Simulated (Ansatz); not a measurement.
## Pd3PbC (Pm-3m): Grüneisen parameters

Wanted: mode Grüneisen parameters of Pd3PbC (Pm-3m).

Program: Ansatz 0.2.0. Level of theory: DFT PBEsol, scalar-relativistic, plane waves, PAW; PAW set soft_1. Results are calculated unless marked as measured.

## (1) The structure

The structure is cubic, space group Pm-3m (No. 221). Conventional cell: a = 4.221 Å, b = 4.221 Å, c = 4.221 Å, α = 90.00°, β = 90.00°, γ = 90.00°. Nearest to Pd lie 2 C at 2.11 Å and 8 Pd at 2.98 Å and 4 Pb at 2.98 Å. Pb has 12 Pd at 2.98 Å nearest. Nearest to C lie 6 Pd at 2.11 Å. Farther neighbours are not listed.

## (2) The dispersion

The cell comes from relaxations at this level that are not shown. Stability and thermal properties need the whole zone. Linear response on a 4×4×4 q mesh gives force constants as far as a supercell of that size would.

The input, input.yaml:

```yaml
crystal:
  lattice:
    - [4.2208841651, 0.0, 0.0]
    - [0.0, 4.2208841651, 0.0]
    - [0.0, 0.0, 4.2208841651]
  atoms:
    - { symbol: Pd, position: [0.0, 0.5, 0.5] }
    - { symbol: Pd, position: [0.5, 0.5, 0.0] }
    - { symbol: Pd, position: [0.5, 0.0, 0.5] }
    - { symbol: Pb, position: [0.0, 0.0, 0.0] }
    - { symbol: C, position: [0.5, 0.5, 0.5] }
kpoints:
  mp_grid: { grid: [8, 8, 8] }
hamiltonian:
  xc: pbesol
  pseudopotentials: { kind: paw, azcp: { folder: soft_1 }, xc_functional: pbe }
scf:
  occupations: { method: methfessel_paxton, width: 0.2 }
output:
  eigenvalues: true
phonons:
  method: dfpt
  qmesh: [4, 4, 4]
  temperatures: { t_max: 1000, t_step: 50 }
  qpath:
    path:
      - [[0.0, 0.0, 0.0], [0.0, 0.5, 0.0], [0.5, 0.5, 0.0], [0.0, 0.0, 0.0], [0.5, 0.5, 0.5], [0.0, 0.5, 0.0]]
      - [[0.5, 0.5, 0.5], [0.5, 0.5, 0.0]]
    npoints: 10
```

Started as:

```sh
$ ansatz run input.yaml --threads 4 --pin off --max-ram 10240MiB --backend cpu --events-out ev --progress --plain --runs-dir out
```

Numbers of over 12 decimals in the logs are rounded to 6 here.

Log:

```text
Engine: ansatz 0.2.0, aarch64-unknown-linux-gnu
Pseudopotentials: kind: paw
Pseudopotential: Pd, paw, valence charge 18, recommended cutoff 420 eV (normal), soft_1/Pd.paw.azcp
Pseudopotential: Pb, paw, valence charge 14, recommended cutoff 420 eV (normal), soft_1/Pb.paw.azcp
Pseudopotential: C, paw, valence charge 4, recommended cutoff 420 eV (normal), soft_1/C.paw.azcp
Functional definition: PBEsol
  exchange = pbesol_x
  correlation = pbesol_c
Crystal: 5 atoms, lattice volume = 75.199 Å³
Basis set: ecut = 420 eV, 1419 PW (Γ), exchange–correlation on 60×60×60 points (8 copies of the dense FFT grid, shifted against one another)
Bands: 44, of which v1, the nominal top of the filled ones, is band 36 counted from 1 (35 counted from 0)
Symmetry: 48 space group operations
k-points: 35 of 512
Non-local potential: Pd, projectors of the file, l = 0: 2, l = 1: 2, l = 2: 2, l = 3: 1
Non-local potential: Pb, projectors of the file, l = 0: 2, l = 1: 2, l = 2: 2, l = 3: 1
Non-local potential: C, projectors of the file, l = 0: 2, l = 1: 2, l = 2: 1
PAW form: soft (Blöchl's): semilocal exchange-correlation on the pseudo side does not see the compensation charge
PAW frozen core: Pd, regenerated for the run's functional, and the local potential with it (the file was generated under x = pbe(κ = 0.804, μ = 0.219515), c = pbe(β = 0.066725))
PAW frozen core: Pb, regenerated for the run's functional, and the local potential with it (the file was generated under x = pbe(κ = 0.804, μ = 0.219515), c = pbe(β = 0.066725))
PAW frozen core: C, regenerated for the run's functional, and the local potential with it (the file was generated under x = pbe(κ = 0.804, μ = 0.219515), c = pbe(β = 0.066725))
PAW one-centre angular grid: Pd, 590 points (default); XC on 64 Gauss nodes
PAW one-centre angular grid: Pb, 590 points (default); XC on 64 Gauss nodes
PAW one-centre angular grid: C, 110 points (default); XC on 64 Gauss nodes
Initial density: superposition of atomic densities (chi_scale 0.1, normalization cell, long waves kept (reshape's long-wave potential 0.00 eV rms))
Initial wavefunctions: pseudopotential atomic-orbital guess
Functional: x = pbesol(κ = 0.804, μ = 0.123457), c = pbesol(β = 0.046)
SCF iter   1: F=—  HF=-32728.992921 eV  |F-HF|=—  |Δ(HF+E_count)|=         —  Δρ=1.73e-1  dr2=2.82e1  ethr=3.10e-3  ⟨swp⟩=6.5  Hψ=6089  notcnv=0
preconditioner: auto → Kerker (q_TF=auto, 2.709 Å⁻¹)  [metal: Δε(μ)=0.007 eV  Ē_g=11.090 eV  σ=0.200 eV  W_gap=0.03  n_scr=26 (ndim 8)  ℏωp=29.7 eV  f_vac=0.000  D(μ)=7.41/eV (n_scr^D=92)]
SCF iter   2: F=—  HF=-32724.618723 eV  |F-HF|=—  |Δ(HF+E_count)|=    4.37e0  S|Δr|=    0.00e0  Δρ=8.13e-2  dr2=6.71e0  ethr=3.10e-3  ⟨swp⟩=2.0  Hψ=3153  notcnv=0  defer=69
SCF iter   3: F=—  HF=-32723.205267 eV  |F-HF|=—  |Δ(HF+E_count)|=    1.41e0  S|Δr|=    0.00e0  Δρ=1.47e-2  dr2=1.99e-1  ethr=3.10e-3  ⟨swp⟩=2.0  Hψ=2531  notcnv=0  defer=72
SCF iter   4: F=—  HF=-32723.169829 eV  |F-HF|=—  |Δ(HF+E_count)|=   3.54e-2  S|Δr|=    0.00e0  Δρ=2.99e-3  dr2=4.00e-3  ethr=2.76e-4  ⟨swp⟩=1.3  Hψ=1860  notcnv=0  defer=72
SCF iter   5: F=—  HF=-32723.170040 eV  |F-HF|=—  |Δ(HF+E_count)|=   2.11e-4  S|Δr|=    0.00e0  Δρ=5.24e-4  dr2=2.82e-4  ethr=5.55e-6  ⟨swp⟩=2.2  Hψ=2279  notcnv=0  defer=72
SCF iter   6: F=—  HF=-32723.170031 eV  |F-HF|=—  |Δ(HF+E_count)|=   9.79e-6  S|Δr|=    0.00e0  Δρ=1.60e-4  dr2=3.40e-5  ethr=3.92e-7  ⟨swp⟩=2.1  Hψ=2008  notcnv=0  defer=72
SCF iter   7: F=—  HF=-32723.170028 eV  |F-HF|=—  |Δ(HF+E_count)|=   2.65e-6  S|Δr|=    0.00e0  Δρ=4.25e-5  dr2=2.89e-6  ethr=4.72e-8  ⟨swp⟩=2.3  Hψ=2029  notcnv=0  defer=72
SCF iter   8: F=—  HF=-32723.170019 eV  |F-HF|=—  |Δ(HF+E_count)|=   8.69e-6  S|Δr|=    0.00e0  Δρ=8.94e-6  dr2=4.09e-8  ethr=4.01e-9  ⟨swp⟩=2.1  Hψ=2198  notcnv=0  defer=72
SCF iter   9: F=—  HF=-32723.170019 eV  |F-HF|=—  |Δ(HF+E_count)|=   1.70e-9  S|Δr|=    0.00e0  Δρ=1.73e-6  dr2=2.09e-9  ethr=5.69e-11  ⟨swp⟩=2.0  Hψ=2254  notcnv=0  defer=72
SCF iter  10: F=—  HF=-32723.170019 eV  |F-HF|=—  |Δ(HF+E_count)|=  6.18e-11  S|Δr|=    0.00e0  Δρ=4.04e-7  dr2=6.95e-11  ethr=2.91e-12  ⟨swp⟩=2.0  Hψ=2101  notcnv=0  defer=72
SCF iter  11: F=-32723.170019 eV  HF=-32723.170019 eV  |F-HF|=1.09e-11  |Δ(HF+E_count)|=    0.00e0  S|Δr|=    0.00e0  Δρ=1.02e-7  dr2=7.24e-12  ethr=1.00e-12  ⟨swp⟩=12.7  Hψ=8384  notcnv=0
SCF 1 converged in 11 iterations: F = -32723.170019 eV  dr2 = 7.24e-12
  greatest PAW one-centre occupation: 0.999 electrons in one spin orbital (limit 2), on the Pd atom at site 1 (counted from 0), in its partial waves of l = 0
Initial density: read from a saved state, or passed on in memory by an earlier SCF of this step, an earlier step, the calling program or the single point that the run made first
iter 1 solved again at ethr=1.63e-8 eV; its pass at ethr=3.10e-3 eV (dr2=1.17e-5 eV) is discarded
SCF iter   1: F=—  HF=-32723.170021 eV  |F-HF|=—  |Δ(HF+E_count)|=         —  Δρ=3.77e-7  dr2=1.81e-10  ethr=1.63e-8  ⟨swp⟩=3.8  Hψ=10095  notcnv=0
eigensolver tolerance schedule: the retry pair's looser diagonalisation over-reported the residual by 64815.61 of it (diagonalisation noise at 0.52 of the residual, at the tolerance the schedule requests for it); recorded, not acted on — ethr = c·dr2/N_el stays at c = 1.0e-1
preconditioner: auto → Kerker (q_TF=auto, 2.709 Å⁻¹)  [metal: Δε(μ)=0.013 eV  Ē_g=11.377 eV  σ=0.200 eV  W_gap=0.06  n_scr=26 (ndim 8)  ℏωp=29.7 eV  f_vac=0.000  D(μ)=2.84/eV (n_scr^D=26)]
SCF iter   2: F=—  HF=-32723.170019 eV  |F-HF|=—  |Δ(HF+E_count)|=   2.04e-6  S|Δr|=    0.00e0  Δρ=1.27e-7  dr2=1.64e-11  ethr=1.00e-12  ⟨swp⟩=3.6  Hψ=3568  notcnv=0
SCF iter   3: F=-32723.170019 eV  HF=-32723.170019 eV  |F-HF|=1.09e-11  |Δ(HF+E_count)|=  1.09e-11  S|Δr|=    0.00e0  Δρ=8.88e-8  dr2=8.56e-12  ethr=1.00e-12  ⟨swp⟩=5.2  Hψ=4026  notcnv=0
SCF 2 converged in 3 iterations: F = -32723.170019 eV  dr2 = 8.56e-12
  greatest PAW one-centre occupation: 0.999 electrons in one spin orbital (limit 2), on the Pd atom at site 0 (counted from 0), in its partial waves of l = 0
phonons: the bands overlap, so this run is a metal and interpolates without the dipole-dipole term. If the crystal is really an insulator or semiconductor, its LO-TO splitting is missing
NSCF: frozen V_eff on 35 k-points
NSCF: frozen V_eff on 125 k-points
DFPT response loops at q = (0, 0, 0) (fractional): preconditioner auto → Kerker (q_TF=auto, 2.709 Å⁻¹) (partly filled bands, converged f_vac=0.000); β = 1.00, the filter's whole step (`scf.mixing.beta` (0.50) is not read by the response loops under this deck's `scf.mixing.preconditioner`; to damp them name `kerker` or `kerker_dos`, under which they read `scf.mixing.beta`, and type it under 1.00, their step now; both keys bind the ground state too); Broyden in place of MSR1
NSCF: frozen V_eff on 400 k-points
DFPT response loops at q = (0, 0, 0.25) (fractional): mixed as the last ones told, above
NSCF: frozen V_eff on 250 k-points
DFPT response loops at q = (0, 0, -0.5) (fractional): mixed as the last ones told, above
NSCF: frozen V_eff on 640 k-points
DFPT response loops at q = (0, 0.25, 0.25) (fractional): mixed as the last ones told, above
NSCF: frozen V_eff on 400 k-points
DFPT response loops at q = (0, 0.25, -0.5) (fractional): mixed as the last ones told, above
NSCF: frozen V_eff on 250 k-points
DFPT response loops at q = (0, -0.5, -0.5) (fractional): mixed as the last ones told, above
NSCF: frozen V_eff on 1024 k-points
DFPT response loops at q = (0.25, 0.25, 0.25) (fractional): mixed as the last ones told, above
NSCF: frozen V_eff on 640 k-points
DFPT response loops at q = (0.25, 0.25, -0.5) (fractional): mixed as the last ones told, above
NSCF: frozen V_eff on 400 k-points
DFPT response loops at q = (0.25, -0.5, -0.5) (fractional): mixed as the last ones told, above
NSCF: frozen V_eff on 250 k-points
DFPT response loops at q = (-0.5, -0.5, -0.5) (fractional): mixed as the last ones told, above
SCF converged after 11 iterations
Stability not checked: this state was not tested for a lower state beside it, because cold or Methfessel-Paxton smearing, or corrected tetrahedra, fill the levels in a way that the test cannot read (fill_not_monotonic; see scf.lower_state_search)
Free energy (F): -32723.170019 eV
Harris-Foulkes:  -32723.170019 eV  (|F-HF|=1.09e-11)
Internal energy: -32723.174842 eV  (E = F + TS)
E sigma→0 (E₀):  -32723.171225 eV
Entropy (-TS):   0.004823 eV (0.965 meV/atom)
Fermi energy:    17.339798 eV
--- Per-component energies (eV) ---
  E_band       = -479.951817
  E_kinetic    = 1725.053660
  E_local      = -7169.232314  (includes V_loc(G=0)·N_el)
  E_nonlocal   = 1452.229091
  E_hartree    = 2897.593826
  E_xc         = -663.709297
  E_vxc        = -720.130305  (∫ρ·V_xc dr)
  E_paw        = -21577.905562  (= ΣΔE_a)
  E_vpaw       = -1563.060513  (= ΣTr[D̂ρ^β])
  E_aug_tail   = 0.000645  (compensation charges beyond the density's cutoff)
  E_ewald      = -9388.195737
  E_core_change = 0.990846  (= ΣΔE_core)
  E_smearing   = 0.004823  (= −TS)
  E_closure    = -0.000000  (closes the sum)
  Σ components = -32723.170019   (vs F -32723.170019, Δ=0.00e0)
--- Band table (eV; the first three rows and the last of 35) ---
  k-point 0: bands = [... 32 lower, 16.2090, 16.2090, 16.2090, 16.2156, 17.8035, 18.9118, 18.9118, 18.9118, ... 4 higher]
  k-point 1: bands = [... 32 lower, 16.1337, 16.2092, 16.3912, 16.3912, 17.5682, 19.1339, 19.1339, 19.3029, ... 4 higher]
  k-point 2: bands = [... 32 lower, 15.9035, 16.2097, 16.8248, 16.8248, 17.6331, 19.6209, 19.6882, 19.6882, ... 4 higher]
  k-point 34: bands = [... 32 lower, 15.3290, 16.0872, 16.0872, 16.0872, 16.4023, 18.9251, 18.9251, 18.9251, ... 4 higher]
--- Phonons (Γ-DFPT): 4 representative perturbations + reference (Σ response iterations 14) ---
  ASR residual: 7.760e-5 → 0.000e0 eV/Å²; symmetrization residual: 3.384e-6 eV/Å²
  ASR residual per site (eV/Å²): 7.76e-5 7.76e-5 7.76e-5 1.24e-5 9.34e-6
  Γ frequencies (cm⁻¹): -31.44 -31.44 -31.44 0.00 0.00 0.00 68.33 68.33 68.33 97.08 97.08 97.08 305.91 305.91 305.91
--- Phonons (arbitrary-q DFPT): 10 irreducible q on the 4×4×4 mesh ---
  q = [0.0000, 0.0000, 0.0000] (star 1, of the zone-centre solve; hermiticity 8.16e-7, symmetrization 4.95e-12): -31.44 -31.44 -31.44 0.00 0.00 0.00 68.33 68.33 68.33 97.08 97.08 97.08 305.91 305.91 305.91
  q = [0.0000, 0.0000, 0.2500] (star 6, 9 solved perturbations in 1560 linear systems a pass and spin channel, the states on 200 of 512 k-point pairs; hermiticity 7.30e-7, symmetrization 2.38e-12): -42.26 -42.26 32.30 45.55 45.55 62.12 71.82 71.82 89.58 93.88 93.88 127.19 326.21 326.21 448.20
  q = [0.0000, 0.0000, -0.5000] (star 3, 9 solved perturbations in 975 linear systems a pass and spin channel, the states on 125 of 512 k-point pairs; hermiticity 4.39e-7, symmetrization 3.51e-12): 28.25 36.00 36.00 56.87 56.87 75.06 90.43 90.43 92.94 94.89 94.89 138.20 336.26 336.26 522.30
  q = [0.0000, 0.2500, 0.2500] (star 12, 9 solved perturbations in 2460 linear systems a pass and spin channel, the states on 320 of 512 k-point pairs; hermiticity 5.71e-7, symmetrization 5.26e-13): -53.00 -48.62 13.34 44.56 61.10 64.69 64.85 89.37 92.36 99.22 114.36 133.43 328.19 435.41 466.60
  q = [0.0000, 0.2500, -0.5000] (star 12, 15 solved perturbations on 200 of 512 k-point pairs; hermiticity 5.19e-7, symmetrization 6.79e-14): -27.32 31.21 34.97 38.41 40.87 53.33 80.79 87.41 97.44 102.21 112.08 147.58 339.20 459.66 531.97
  q = [0.0000, -0.5000, -0.5000] (star 3, 9 solved perturbations in 975 linear systems a pass and spin channel, the states on 125 of 512 k-point pairs; hermiticity 4.99e-7, symmetrization 5.80e-13): -31.21 -31.21 22.39 22.39 34.39 52.31 77.94 83.62 101.64 101.64 109.91 161.99 354.31 541.53 541.53
  q = [0.2500, 0.2500, 0.2500] (star 8, 4 solved perturbations in 1376 linear systems a pass and spin channel, the states on 512 of 512 k-point pairs; hermiticity 3.08e-7, symmetrization 9.85e-13): -49.59 -9.00 -9.00 39.00 59.74 59.74 84.47 101.91 101.91 104.65 104.65 157.39 434.89 466.29 466.29
  q = [0.2500, 0.2500, -0.5000] (star 12, 9 solved perturbations in 2460 linear systems a pass and spin channel, the states on 320 of 512 k-point pairs; hermiticity 3.15e-7, symmetrization 1.51e-12): -3.35 4.74 21.71 45.13 47.42 56.13 97.59 101.25 104.01 106.99 111.18 172.77 461.67 468.52 537.17
  q = [0.2500, -0.5000, -0.5000] (star 6, 9 solved perturbations in 1560 linear systems a pass and spin channel, the states on 200 of 512 k-point pairs; hermiticity 4.21e-7, symmetrization 3.00e-13): 11.64 11.64 28.43 53.65 53.65 63.33 104.61 107.91 109.33 109.33 113.10 192.00 474.52 544.48 544.48
  q = [-0.5000, -0.5000, -0.5000] (star 1, 4 solved perturbations in 350 linear systems a pass and spin channel, the states on 125 of 512 k-point pairs; hermiticity 4.79e-7, symmetrization 3.23e-12): 22.80 22.80 22.80 74.59 74.59 74.59 115.59 115.59 116.30 116.30 116.30 211.61 553.10 553.10 553.10
  sum rule: each row above includes the acoustic sum rule's correction from the zone centre's row sums; it moved no ω² by more than (0.46 cm⁻¹)²
  mesh force constants: q→R imaginary residual 1.24e-18; ASR residual 7.760e-5 → 0.000e0 eV/Å²; symmetrization residual 8.882e-15 eV/Å²
  interpolated dispersion: 62 rows × 15 modes
  density of states and harmonic sums: on the 16×16×16 q-mesh, interpolated from the force constants of a 4×4×4 supercell (no non-analytic term)
  largest difference from the sums on the solved wave vectors: F 2.78e-2 eV, S 3.62e-5 and C_V 1.01e-5 eV/K
  zero-point energy: 0.134283 eV/cell   skipped modes (ω ≤ 0): 259, of them read as no rigid motion or as one in doubt: 256 (1.596e0 modes/cell left out, lowest -63.51 cm⁻¹)   left out of the sums: 1.06e-1 of the cell's modes: C_V's classical limit lies that fraction below 3 k_B per atom; for a crystal, a wire or a layer, F and S can be off by more, and a phonons.interpolated_qmesh denser along its periods is the remedy for the sampling
```

Run time: 21 min. Hardware: 4 threads of Arm Neoverse V2, shared host; peak memory 3.9 GiB.

Numbers from this step:

```yaml
volume_per_atom: 15.04 Å³
gap_on_the_k_mesh: 0 eV
sum_rule_residual_before_enforcement: 7.76e-5 eV/Å²
lowest_frequency_on_the_path: -62.50 cm⁻¹
point_group: m-3m
highest_frequency_on_the_path_or_at_a_solved_wavevector: 553.1 cm⁻¹
highest_optical_mode_at_the_zone_centre_no_lo_to_term: 305.9 cm⁻¹
lowest_optical_zone_centre_mode: -31.44 cm⁻¹
lowest_mode_on_the_q_mesh_acoustic_modes_at_gamma_apart: -53 cm⁻¹
```

Frequencies (cm⁻¹) solved at each irreducible wavevector; negative means imaginary. Frequencies by wavevector, by row:

| q in reciprocal lattice units | star | mode 1 | mode 2 | mode 3 | mode 4 | mode 13 | mode 14 | mode 15 |
| --- | --- | --- | --- | --- | --- | --- | --- | --- |
| 0 0 0 | 1 | -31.4 | -31.4 | -31.4 | 0 | 305.9 | 305.9 | 305.9 |
| 0 0 0.25 | 6 | -42.3 | -42.3 | 32.3 | 45.5 | 326.2 | 326.2 | 448.2 |
| 0 0 -0.5 | 3 | 28.2 | 36 | 36 | 56.9 | 336.3 | 336.3 | 522.3 |
| 0 0.25 0.25 | 12 | -53 | -48.6 | 13.3 | 44.6 | 328.2 | 435.4 | 466.6 |
| 0 0.25 -0.5 | 12 | -27.3 | 31.2 | 35 | 38.4 | 339.2 | 459.7 | 532 |
| 0 -0.5 -0.5 | 3 | -31.2 | -31.2 | 22.4 | 22.4 | 354.3 | 541.5 | 541.5 |
| 0.25 0.25 0.25 | 8 | -49.6 | -9 | -9 | 39 | 434.9 | 466.3 | 466.3 |
| 0.25 0.25 -0.5 | 12 | -3.4 | 4.7 | 21.7 | 45.1 | 461.7 | 468.5 | 537.2 |
| 0.25 -0.5 -0.5 | 6 | 11.6 | 11.6 | 28.4 | 53.6 | 474.5 | 544.5 | 544.5 |
| -0.5 -0.5 -0.5 | 1 | 22.8 | 22.8 | 22.8 | 74.6 | 553.1 | 553.1 | 553.1 |

Symmetry leaves 10 wavevectors to solve. The lowest mode among them, the acoustic zeros apart, lies at q = (0, 0.25, 0.25) and is imaginary, 53.0i cm⁻¹, so the energy falls along it. Between them the interpolated path dips to 63i cm⁻¹.

## (3) Relaxing at another volume, volume ratio 0.97

The volume is scaled by 0.97 and held; symmetry leaves nothing to relax, so this is a single point. The modes can then be followed against volume.

input.yaml, the sections that differ from step 2:

```yaml
crystal:
  lattice:
    - [4.1782460564, 0.0, 0.0]
    - [0.0, 4.1782460564, 0.0]
    - [0.0, 0.0, 4.1782460564]
  atoms:
    - { symbol: Pd, position: [0.0, 0.5, 0.5] }
    - { symbol: Pd, position: [0.5, 0.5, 0.0] }
    - { symbol: Pd, position: [0.5, 0.0, 0.5] }
    - { symbol: Pb, position: [0.0, 0.0, 0.0] }
    - { symbol: C, position: [0.5, 0.5, 0.5] }
output:
  forces: true
  stress: true
  eigenvalues: true
# kpoints, hamiltonian, scf: as in step 2
# phonons: removed
```

Log:

```text
[...]
Crystal: 5 atoms, lattice volume = 72.943 Å³
Basis set: ecut = 420 eV, 1365 PW (Γ), exchange–correlation on 60×60×60 points (8 copies of the dense FFT grid, shifted against one another)
Bands: 44, of which v1, the nominal top of the filled ones, is band 36 counted from 1 (35 counted from 0)
Symmetry: 48 space group operations
[...]
k-points: 35 of 512
[...]
k-point 0: bands = [... 32 lower, 16.9079, 16.9097, 16.9097, 16.9097, 18.6736, 19.6111, 19.6111, 19.6111, ... 4 higher]
  k-point 1: bands = [... 32 lower, 16.8208, 16.9100, 17.0948, 17.0948, 18.3740, 19.8452, 19.8452, 20.0949, ... 4 higher]
  k-point 2: bands = [... 32 lower, 16.5764, 16.9105, 17.5365, 17.5365, 18.4283, 20.4292, 20.4292, 20.4719, ... 4 higher]
  k-point 34: bands = [... 32 lower, 15.9769, 16.7766, 16.7766, 16.7766, 17.1826, 19.7291, 19.7291, 19.7291, ... 4 higher]
[key lines of the parts left out:]
SCF converged after 8 iterations
Free energy (F): -32723.132458 eV
Fermi energy:    18.099442 eV
P = ⅓ Tr σ = 5.5051 GPa (55.051 kbar)
```

The job ended after 1.6 s (4 threads; peak memory 0.47 GiB; 5.6 s of CPU time).

Numbers from this step:

- pressure: 5.505 GPa
- volume per atom: 14.59 Å³

The run ends at a pressure of 5.51 GPa.

(Part 1 of 2 ends here.)

[Logs are printed without paths, hosts, clocks, repeated set-up lines and the standing remarks that a program may print on its own settings, such as how far it seeks lower states.]

[Hosts, paths, dates, database ids (printed as entryN), source tags and the programs' standing remarks are cut or masked in the printed files.]
